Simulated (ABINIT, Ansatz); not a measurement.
# Hf (Im-3m): from the cell to the phonon bands

How does Hf (Im-3m) vibrate, and is this structure a minimum?

Calculated with ABINIT 10.8.3; DFT LDA, scalar-relativistic, plane waves, PseudoDojo norm-conserving pseudopotentials.

Most raw output is cut from this account.

This is not the structure that Hf takes at ambient pressure and room temperature (hexagonal, No. 194); it is a model or a phase of other conditions.

## (1) Set-up

It takes space group Im-3m (No. 229, cubic). Conventional cell: a = 3.429 Å, b = 3.429 Å, c = 3.429 Å, α = 90.00°, β = 90.00°, γ = 90.00°. Nearest to Hf lie 8 Hf at 2.97 Å.

## (2) Relaxing the cell and atoms

The harmonic expansion needs vanishing forces, and a free crystal bears no stress, so cell and atoms are brought to rest. Stress is more sensitive to the basis than forces are: the last 3 Ha under the cutoff are smoothed with ecutsm, and the cutoff is raised above that of the later runs.

The starting cell comes from a relaxation made beforehand in Ansatz (LDA, PseudoDojo NC).

Input file relax.abi:

```
# relaxation
ionmov 2
optcell 2
dilatmx 1.08
ntime 40
tolmxf 1.0d-05
tolvrs 1.0d-14
prtwf 0
prtden 0
chksymtnons 0

# basis, mesh and filling
ecut 32.0
ecutsm 3.0
ngkpt 12 12 12
nshiftk 1
shiftk 0.0 0.0 0.0
istwfk *1
occopt 7
tsmear 0.01
nband 12
nstep 100
diemac 1000000.0
prtebands 0
prtgsr 0
useylm 1

# cell and atoms
acell 5.61110497 5.61110497 5.61110497
rprim 
    0.5773502692 0.5773502692 0.5773502692
    -0.5773502692 0.5773502692 0.5773502692
    -0.5773502692 -0.5773502692 0.5773502692
ntypat 1
znucl 72
natom 1
typat 1
xred 
    0.0 0.0 0.0
pp_dirpath "./pseudo"
pseudos "Hf.upf"
```

Run with:

```bash
$ OMP_NUM_THREADS=1 mpirun -n 4 abinit relax.abi > relax.log
```

Run time: 16 s. Hardware: 4 MPI ranks of Arm Neoverse V1, shared host.

Little changed from the start: no atom moved by 0.005 Å and no cell edge by 0.1 %.

Numbers from this step:

- volume per atom: 20.20 Å³
- pressure: 4.29e-4 GPa
- gap on the k-mesh: 0 eV

The volume changes by +0.3 % from the cell with which this run began.

## (3) Ground state

The response is built on these wavefunctions, so the potential is converged far more tightly than an energy would need. Occupations are smeared.

Input file gs.abi:

```
# ground state
tolvrs 1.0d-16
prtden 1
prtwf 1

# basis, mesh and filling
ecut 25.0
ngkpt 12 12 12
nshiftk 1
shiftk 0.0 0.0 0.0
istwfk *1
occopt 7
tsmear 0.01
nband 12
nstep 100
diemac 1000000.0
prtebands 0
prtgsr 0
useylm 1

# cell and atoms
acell 5.615863478 5.615863478 5.615863478
rprim 
    0.5773502692 0.5773502692 0.5773502692
    -0.5773502692 0.5773502692 0.5773502692
    -0.5773502692 -0.5773502692 0.5773502692
ntypat 1
znucl 72
natom 1
typat 1
xred 
    0.0 0.0 0.0
pp_dirpath "./pseudo"
pseudos "Hf.upf"
```

Run with:

```bash
$ OMP_NUM_THREADS=1 mpirun -n 4 abinit gs.abi > gs.log
```

The job ended after 7.2 s (4 MPI ranks; 29 s of CPU time).

This step gave:

| Property | Result |
| --- | --- |
| pressure | -0.5608 GPa |

The cell stands at -0.56 GPa: the relaxation ran with a smoothed and higher cutoff, and the difference is a stress of the finite basis.

## (4) Zone-centre response

At q = 0 one unit cell holds all displacements. The response is solved for single atoms along the cell's directions, and symmetry skips those that follow from others. The crystal is treated as a metal, which screens a static field, so no field response is asked.

Input file dfpt_gamma.abi:

```

# common to the responses
getwfk_filepath "gso_WFK"
kptopt 2
nqpt 1
qpt 0.0 0.0 0.0
asr 0
chneut 0

# displacements
rfphon 1
rfatpol 1 1
rfdir 1 1 1
tolvrs 1.0d-10
prtwf 0
prtpot 1

# basis, mesh and filling
ecut 25.0
ngkpt 12 12 12
nshiftk 1
shiftk 0.0 0.0 0.0
istwfk *1
occopt 7
tsmear 0.01
nband 12
nstep 100
diemac 1000000.0
prtebands 0
prtgsr 0
useylm 1

# cell and atoms
acell 5.615863478 5.615863478 5.615863478
rprim 
    0.5773502692 0.5773502692 0.5773502692
    -0.5773502692 0.5773502692 0.5773502692
    -0.5773502692 -0.5773502692 0.5773502692
ntypat 1
znucl 72
natom 1
typat 1
xred 
    0.0 0.0 0.0
pp_dirpath "./pseudo"
pseudos "Hf.upf"
```

Run with:

```bash
$ OMP_NUM_THREADS=1 mpirun -n 4 abinit dfpt_gamma.abi > dfpt_gamma.log
```

Elapsed: 15 s, on 4 MPI ranks.

With one atom there are acoustic modes alone, which should vanish; they come out at 1.05 cm⁻¹ in size, the error that the sum rule removes later.

## (5) Phonons on a q mesh

Linear response treats each wavevector of the 4×4×4 mesh in the unit cell; the first-order potentials are kept for the electron-phonon matrix elements.

Input file dfpt_q.abi:

```
ndtset 7

# wavevectors
qpt1 0.25 0.0 0.0
qpt2 0.5 0.0 0.0
qpt3 0.5 0.25 0.0
qpt4 0.25 0.25 0.25
qpt5 0.5 0.25 0.25
qpt6 0.25 -0.25 0.25
qpt7 0.5 0.5 0.5

# displacements
getwfk_filepath "gso_WFK"
getwfq_filepath "gso_WFK"
kptopt 3
nqpt 1
rfphon 1
rfatpol 1 1
rfdir 1 1 1
tolvrs 1.0d-10
prtwf 0
prtpot 1

# basis, mesh and filling
ecut 25.0
ngkpt 12 12 12
nshiftk 1
shiftk 0.0 0.0 0.0
istwfk *1
occopt 7
tsmear 0.01
nband 12
nstep 100
diemac 1000000.0
prtebands 0
prtgsr 0
useylm 1

# cell and atoms
acell 5.615863478 5.615863478 5.615863478
rprim 
    0.5773502692 0.5773502692 0.5773502692
    -0.5773502692 0.5773502692 0.5773502692
    -0.5773502692 -0.5773502692 0.5773502692
ntypat 1
znucl 72
natom 1
typat 1
xred 
    0.0 0.0 0.0
pp_dirpath "./pseudo"
pseudos "Hf.upf"
```

Run with:

```bash
$ OMP_NUM_THREADS=1 mpirun -n 4 abinit dfpt_q.abi > dfpt_q.log
```

It took 25 min on 4 MPI ranks.

Read from the output:

- lowest mode on the q mesh (acoustic ones at the zone centre apart): -77.44 cm⁻¹

Frequencies (cm⁻¹) before the sum rule at the irreducible wavevectors but Γ, which is solved apart; negative means imaginary. Frequencies by wavevector:

| q (fractions) | star | mode 1 | mode 2 | mode 3 |
| --- | --- | --- | --- | --- |
| 0.25 0 0 | 12 | -45.22 | 54.62 | 96.38 |
| 0.5 0 0 | 6 | -77.44 | 91.71 | 91.96 |
| 0.5 0.25 0 | 24 | -47.82 | 58 | 109.2 |
| 0.25 0.25 0.25 | 6 | 76.49 | 90.5 | 90.5 |
| 0.5 0.25 0.25 | 12 | 95.51 | 116.6 | 117.6 |
| 0.25 -0.25 0.25 | 2 | -31.19 | -31.19 | -31.19 |
| 0.5 0.5 0.5 | 1 | 135.4 | 135.4 | 135.4 |

## (6) Interpolated phonon bands

anaddb transforms the dynamical matrices to force constants and back along the path; points of the mesh come back as solved, but for the sum rule and, in polar crystals, the LO-TO term at Γ; the rest is interpolation.

Input file anaddb.abi:

```
ddb_filepath "all_DDB"
output_file "anaddb.abo"
outdata_prefix "anaddb"
ifcflag 1
ngqpt 4 4 4
nqshft 1
q1shft 0.0 0.0 0.0
asr 1
chneut 0
dipdip 0
dipquad 0
quadquad 0
enunit 0
eivec 0
nph1l 62
qph1l 
    0.0 0.0 0.0 1.0
    0.05 0.05 -0.05 1.0
    0.1 0.1 -0.1 1.0
    0.15 0.15 -0.15 1.0
    0.2 0.2 -0.2 1.0
    0.25 0.25 -0.25 1.0
    0.3 0.3 -0.3 1.0
    0.35 0.35 -0.35 1.0
    0.4 0.4 -0.4 1.0
    0.45 0.45 -0.45 1.0
    0.5 0.5 -0.5 1.0
    0.5 0.45 -0.5 1.0
    0.5 0.4 -0.5 1.0
    0.5 0.35 -0.5 1.0
    0.5 0.3 -0.5 1.0
    0.5 0.25 -0.5 1.0
    0.5 0.2 -0.5 1.0
    0.5 0.15 -0.5 1.0
    0.5 0.1 -0.5 1.0
    0.5 0.05 -0.5 1.0
    0.5 0.0 -0.5 1.0
    0.45 0.0 -0.45 1.0
    0.4 0.0 -0.4 1.0
    0.35 0.0 -0.35 1.0
    0.3 0.0 -0.3 1.0
    0.25 0.0 -0.25 1.0
    0.2 0.0 -0.2 1.0
    0.15 0.0 -0.15 1.0
    0.1 0.0 -0.1 1.0
    0.05 0.0 -0.05 1.0
    0.0 0.0 0.0 1.0
    0.075 0.025 -0.025 1.0
    0.15 0.05 -0.05 1.0
    0.225 0.075 -0.075 1.0
    0.3 0.1 -0.1 1.0
    0.375 0.125 -0.125 1.0
    0.45 0.15 -0.15 1.0
    0.525 0.175 -0.175 1.0
    0.6 0.2 -0.2 1.0
    0.675 0.225 -0.225 1.0
    0.75 0.25 -0.25 1.0
    0.725 0.275 -0.275 1.0
    0.7 0.3 -0.3 1.0
    0.675 0.325 -0.325 1.0
    0.65 0.35 -0.35 1.0
    0.625 0.375 -0.375 1.0
    0.6 0.4 -0.4 1.0
    0.575 0.425 -0.425 1.0
    0.55 0.45 -0.45 1.0
    0.525 0.475 -0.475 1.0
    0.5 0.5 -0.5 1.0
    0.75 0.25 -0.25 1.0
    0.725 0.225 -0.275 1.0
    0.7 0.2 -0.3 1.0
    0.675 0.175 -0.325 1.0
    0.65 0.15 -0.35 1.0
    0.625 0.125 -0.375 1.0
    0.6 0.1 -0.4 1.0
    0.575 0.075 -0.425 1.0
    0.55 0.05 -0.45 1.0
    0.525 0.025 -0.475 1.0
    0.5 0.0 -0.5 1.0
```

Input file mrgddb.in:

```
all_DDB
merged
8
dfpt_gammao_DDB
dfpt_qo_DS1_DDB
dfpt_qo_DS2_DDB
dfpt_qo_DS3_DDB
dfpt_qo_DS4_DDB
dfpt_qo_DS5_DDB
dfpt_qo_DS6_DDB
dfpt_qo_DS7_DDB
```

Run with:

```bash
$ mrgddb < mrgddb.in > mrgddb.log
$ OMP_NUM_THREADS=1 anaddb anaddb.abi > anaddb.log
```

Elapsed: 0.55 s, on 1 thread.

This step gave:

* lowest frequency on the path: -78.78 cm⁻¹

Anaddb. Phonon branches along the path, in cm⁻¹:

| point | branch 1 | branch 2 | branch 3 |
| --- | --- | --- | --- |
| Γ | 0 | 0 | 0 |
| halfway | 76 | 90 | 90 |
| H | 135 | 135 | 135 |
| halfway | 96 | 117 | 118 |
| N | -77 | 92 | 92 |
| halfway | -45 | 55 | 96 |
| Γ | 0 | 0 | 0 |
| halfway | -42 | -42 | 118 |
| P | -31 | -31 | -31 |
| halfway | 77 | 106 | 106 |
| H | 135 | 135 | 135 |
| jump to P | -31 | -31 | -31 |
| halfway | -78 | 67 | 83 |
| N | -77 | 92 | 92 |

The path dips to 79i cm⁻¹.

## (7) Sums over the zone

Sums over the zone need many more wavevectors than were solved, so the interpolation is sampled on a dense mesh.

Input file anaddb.abi:

```
ddb_filepath "all_DDB"
output_file "anaddb.abo"
outdata_prefix "anaddb"
ifcflag 1
ngqpt 4 4 4
nqshft 1
q1shft 0.0 0.0 0.0
asr 1
chneut 0
dipdip 0
dipquad 0
quadquad 0
prtdos 2
ng2qpt 19 19 19
dosdeltae 4.5563e-06
ntemper 11
temperinc 100.0
tempermin 0.0
```

Run with:

```bash
$ OMP_NUM_THREADS=1 anaddb anaddb.abi > anaddb.log
```

Run time: 0.63 s. Hardware: 1 thread.

This step gave:

```yaml
share_of_modes_beyond_3i_cm_minus1_on_the_dense_interpolated_mesh: 0.2111
```

Tetrahedra. Phonon density of states against wavenumber; read off at these points:

| wavenumber (cm⁻¹) | phonon density of states (1/cm⁻¹/cell) |
| --- | --- |
| -80.0 | 0 |
| -70.0 | 0.0130 |
| -64.4 | 0.0171 |
| -60.0 | 0.0134 |
| -50.0 | 0.00943 |
| -40.0 | 0.00764 |
| -30.0 | 0.00670 |
| -20.0 | 0.00550 |
| -10.0 | 0.00494 |
| 0.0 | 0.00474 |
| 10.0 | 0.00494 |
| 20.0 | 0.00593 |
| 30.0 | 0.00744 |
| 40.0 | 0.00949 |
| 50.0 | 0.0116 |
| 60.0 | 0.0140 |
| 70.0 | 0.0170 |
| 80.0 | 0.0210 |
| 90.0 | 0.0263 |
| 100.0 | 0.0468 |
| 101.6 | 0.0529 |
| 110.0 | 0.0479 |
| 120.0 | 0.0155 |
| 130.0 | 0.00841 |
| 140.0 | 0 |

## (8) A second program

A second program on the same cell, potentials, cutoff and meshes tests the implementation of the phonon response, not its convergence.

This step: DFT LDA, scalar-relativistic, plane waves, PseudoDojo norm-conserving pseudopotentials (Ansatz 0.2.0).

Input file input.yaml:

```yaml
crystal:
  lattice:
    - [1.7157620083, 1.7157620083, 1.7157620083]
    - [-1.7157620083, 1.7157620083, 1.7157620083]
    - [-1.7157620083, -1.7157620083, 1.7157620083]
  atoms:
    - { symbol: Hf, position: [0.0, 0.0, 0.0] }
kpoints:
  mp_grid: { grid: [12, 12, 12] }
hamiltonian:
  xc: lda
  pseudopotentials: { kind: nc, accuracy: standard }
scf:
  occupations: { method: gaussian, width: 0.27211 }
output:
  eigenvalues: true
basis:
  ecutwfc: 680.285
phonons:
  method: dfpt
  qmesh: [4, 4, 4]
  temperatures: { t_max: 1000, t_step: 50 }
  qpath:
    path:
      - [[0.0, 0.0, 0.0], [0.5, 0.5, -0.5], [0.5, 0.0, -0.5], [0.0, 0.0, 0.0], [0.75, 0.25, -0.25], [0.5, 0.5, -0.5]]
      - [[0.75, 0.25, -0.25], [0.5, 0.0, -0.5]]
    npoints: 10
```

Run with:

```bash
$ ansatz run input.yaml --threads 4 --pin off --max-ram 8192MiB --backend cpu --events-out ev --progress --plain --runs-dir out
```

Run time: 42 s. Hardware: 4 threads; peak memory 1.7 GiB.

Numbers from this step:

```
sum-rule residual before enforcement                               : 2.70e-4 eV/Å²
lowest frequency on the path                                       : -78.80 cm⁻¹
share of modes beyond 3i cm⁻¹ on the dense interpolated mesh       : 0.2142
lowest mode on the q mesh (acoustic ones at the zone centre apart) : -77.46 cm⁻¹
```

## (9) Side by side: ABINIT PseudoDojo and Ansatz, PseudoDojo

Worked out from the results:

| Item | Value |
| --- | --- |
| root-mean-square difference | 0.04 cm⁻¹ |
| largest difference | 0.09 cm⁻¹ |
| root-mean-square difference on the path | 0 cm⁻¹ |
| largest difference on the path | 0.2 cm⁻¹ |

The interpolated bands of the two lie on top of each other.

At the solved wavevectors the largest difference (acoustic modes at Γ apart) is 0.07 % of the highest mode.

## (10) Summary of results

```yaml
space_group_after_relaxation: Im-3m
volume_per_atom: 20.2 Å³
q_mesh: 4×4×4
lowest_mode_on_the_q_mesh_acoustic_ones_at_the_zone_centre_apart: -77.4 cm⁻¹
imaginary_modes_on_the_q_mesh: yes
largest_difference_from_ansatz_pseudodojo: 0.09 cm⁻¹
```

What this shows: Hf (Im-3m) is unstable: a mode solved on the 4×4×4 mesh is imaginary, 77i cm⁻¹; its spectrum reaches 135 cm⁻¹. The base run prints -0.56 GPa, mostly the error of a finite basis; the relaxation, with a smoothed and higher cutoff, had brought the cell to rest. The most unstable solved mode lies at q = (0.5, 0, 0), on the zone boundary, so the distortion that it points to doubles the cell. ABINIT PseudoDojo and Ansatz, PseudoDojo agree to 0.09 cm⁻¹ (0.07 % of the highest mode compared) on all solved modes but the acoustic ones at Γ. These are harmonic frequencies at zero temperature: anharmonic shifts and linewidths and thermal expansion are left out. Spin-orbit coupling is left out, which can matter for the heavy elements here. In a metal the frequencies hang on the k mesh and the smearing, most of all near Kohn anomalies. Ansatz warns that the cutoff lies 14 % under the one recommended for these files; agreement at one cutoff is not convergence.

[Host names and launcher messages were left out of these logs when they were recorded.]

[Logs are printed without paths, hosts, clocks, repeated set-up lines and the standing remarks that a program may print on its own settings, such as how far it seeks lower states.]

[Hosts, paths, dates, database ids (printed as entryN), source tags and the programs' standing remarks are cut or masked in the printed files.]
